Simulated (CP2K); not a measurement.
Consider 4-carboxypyridine at its PBE geometry (Å).

```xyz
14

O     2.6249    0.8837   -0.4791
C     1.8927    0.0046   -0.0458
O     2.3702   -1.1640    0.5009
C     0.4005    0.0536   -0.0367
C    -0.2496    1.1731   -0.5677
C    -1.6449    1.2074   -0.5470
N    -2.4135    0.2220   -0.0440
C    -1.7726   -0.8492    0.4573
C    -0.3823   -0.9840    0.4850
H     3.3458   -1.0928    0.4497
H     0.3340    1.9942   -0.9817
H    -2.1798    2.0686   -0.9535
H    -2.4071   -1.6432    0.8580
H     0.0818   -1.8737    0.9046
```

Method: CP2K XAS_TDP, all-electron GAPW, PBEh(45%), aug-cc-pVDZ, TDA, GW2X-corrected core level, no relativity.

**Question.** Predict the bright core excitations at the C K edge.

Leading lines: C2 289.88 eV, C4 286.76 eV, C5 286.75 eV and C6 287.46 eV. The leading line of an atom is its first one with 35 % of the strongest within 2.5 eV of its lowest line over the strength cut. Core ionisation energies at this level: C4 292.97, C5 292.68, C2 297.03 and C6 293.23 eV.

The first six lines of each atom with a strength over 0.0015:

```csv
atom,energy (eV),states,"strength, one atom",above the computed threshold
C2 (bonded to C and 2 O),289.88,1,0.0647,
,294.51,1,0.0159,
,294.90,1,0.0034,
,296.65,1,0.0045,
,296.86,1,0.0148,
,297.30,1,0.0092,yes
C4 (bonded to 3 C),286.76,1,0.0383,
,290.68,1,0.0177,
,291.24,1,0.0033,
,292.45,1,0.0027,
,292.78,1,0.0016,
,293.46,1,0.0055,yes
C5 (bonded to 2 C and H),286.75,1,0.0461,
,288.57,1,0.0057,
,290.84,1,0.0091,
,291.60,1,0.0023,
,291.91,1,0.0027,
,292.32,2,0.0039,
"C6 (bonded to C, N and H)",287.46,1,0.0510,
,288.99,1,0.0048,
,291.30,1,0.0118,
,292.19,1,0.0028,
,292.37,1,0.0027,
,292.76,1,0.0017,
```

Lines are vertical, at one geometry, with no vibrational structure. GW2X ionisation energies and lines can be off by 1 to 2 eV either way, and a good line position may hide errors that cancel. Atoms with the same bonds but other surroundings in this conformer are left out. These values hold no scalar relativity, about 0.1 eV for C 1s. Rydberg lines, and the discretised continuum above threshold, depend on the basis and the box.

[Banner, clock and machine lines of the logs are left out without a mark of their own.]

[Logs are printed without paths, hosts, clocks, repeated set-up lines and the standing remarks that a program may print on its own settings, such as how far it seeks lower states.]

[Hosts, paths, dates, database ids (printed as entryN), source tags and the programs' standing remarks are cut or masked in the printed files.]
